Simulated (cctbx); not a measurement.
**From intensities to atoms**

Cell a = 6.5880 Å, b = 6.5880 Å, c = 4.0910 Å, α = 90.00°, β = 90.00°, γ = 90.00°; space group I4/m (no. 87); content Ag8 Fe2.

Simulated single-crystal data (cctbx): Mo Kα, λ = 0.71073 Å, to d = 0.77 Å, 95 % of the full sphere, strongest reflection 20000 counts, noise from counting, a 4 % proportional error and a noise floor of 15 counts (s.d.); no absorption.

Charge flipping in P1 on normalised amplitudes to 0.9 Å, δ = 1.1 σ, 20 % of the reflections treated as weak, 200 cycles:

```text
cycle      R  skewness
    0  0.481     0.10
   16  0.249     3.36
   32  0.199     3.21
   48  0.231     3.33
   64  0.193     3.05
   80  0.182     2.90
   96  0.213     3.06
  112  0.179     2.87
  128  0.179     2.96
  144  0.192     3.01
  160  0.167     2.90
  176  0.172     2.92
  192  0.183     2.96
origin shift          correlation  skewness
 0.230  0.013  0.431      1.000      5.40
 0.026  0.610  0.429      1.000      4.86
 0.128  0.311  0.431      1.000      5.66
 0.426  0.411  0.430      1.000      5.10
taken: symmetry correlation 1.000, skewness 5.66
peak      x       y       z  mult  height/sigma
Q1    0.0000  0.0000  0.0000    2     13.8
Q2    0.0963  0.6919  0.5000    8      9.0
Q3    0.0712  0.8178  0.0000    8      0.7
Q4    0.0000  0.0000  0.3132    4      0.6
Q5    0.0427  0.8895  0.5000    8      0.6
Q6    0.0920  0.3492  0.5000    8      0.6
Q7    0.2283  0.2783  0.5000    8      0.5
```

The origin is taken among those within 0.04 of the best correlation, by the skewness of the map.

Run time: 0.26 s on 1 thread of Arm Neoverse V2, with other jobs on the host, peak memory 0.07 GiB.

Q: Assign the peaks.

Heights follow Z only loosely here, so the multiplicities, which must add up to the content, decide. First model: Q1 = Fe1 (2 in the cell, height 13.8) and Q2 = Ag1 (8 in the cell, height 9.0). Against the true structure, Q1 is Fe and Q2 is Ag; the other peaks are not atoms.

Least squares on F², isotropic:

```text
Rint 0.036, 116 unique reflections to 0.77 A
cycle     R1     wR2    GooF  max shift (A)
   1  0.3624  0.6923  20.601   0.10058
   3  0.0127  0.0297   0.883   0.00000
final R1 0.0127 wR2 0.0297 GooF 0.883  parameters 4  data/parameter 29.0
atom        x        y        z      Ueq    occ   su(xyz)  su(Uiso or U11)
Fe1    0.00000  0.00000  0.00000   0.0220  1.000  0.00000  0.0004
Ag1    0.10339  0.70544  0.50000   0.0161  1.000  0.00006  0.0002
difference map: max 0.86 min -1.12 rms 0.22
Q1    0.0859  0.1881  0.5000    8    0.88  1.43 A from Ag1
Q2    0.0660  0.1724  0.0000    8    0.79  1.22 A from Fe1
Q3    0.0567  0.6761  0.1530   16    0.73  1.47 A from Ag1
Q4    0.1015  0.3791  0.5000    8    0.65  1.46 A from Ag1
Q5    0.0219  0.8609  0.5000    8    0.55  1.16 A from Ag1
```

Anisotropic refinement:

```text
Rint 0.036, 116 unique reflections to 0.77 A
cycle     R1     wR2    GooF  max shift (A)
   1  0.0127  0.0297   0.900   0.00050
   2  0.0121  0.0286   0.868   0.00000
final R1 0.0121 wR2 0.0286 GooF 0.868  parameters 8  data/parameter 14.5
atom        x        y        z      Ueq    occ   su(xyz)  su(Uiso or U11)
Fe1    0.00000  0.00000  0.00000   0.0223  1.000  0.00000  0.0007
Ag1    0.10333  0.70540  0.50000   0.0161  1.000  0.00009  0.0002
difference map: max 0.79 min -0.96 rms 0.22
Q1    0.0716  0.1890  0.5000    8    0.83  1.35 A from Ag1
Q2    0.0711  0.1704  0.0000    8    0.81  1.22 A from Fe1
Q3    0.0943  0.7630  0.0000    8    0.69  1.68 A from Fe1
Q4    0.1110  0.3662  0.5000    8    0.65  1.49 A from Ag1
Q5    0.0506  0.6825  0.1603   16    0.60  1.44 A from Ag1
Q6    0.0000  0.0000  0.5000    2    0.57  2.05 A from Fe1
```

**Reading.** The refinement ends at R1 = 0.0121, wR2 = 0.0286, GooF = 0.87, with difference density between -0.96 and 0.79 e/Å³. Every site matches the true model in element, within 0.001 Å r.m.s., up to an allowed shift of origin.

True model:

```
atom  mult.       x       y    z  Ueq (Å²)
 Ag1      8  0.1034  0.7056  1/2    0.0159
 Fe1      2       0       0    0    0.0212
```

This is a model crystal, built by substitution and not relaxed, with assumed displacement parameters.

[Middle refinement cycles are left out of these outputs.]

[Logs are printed without paths, hosts, clocks, repeated set-up lines and the standing remarks that a program may print on its own settings, such as how far it seeks lower states.]
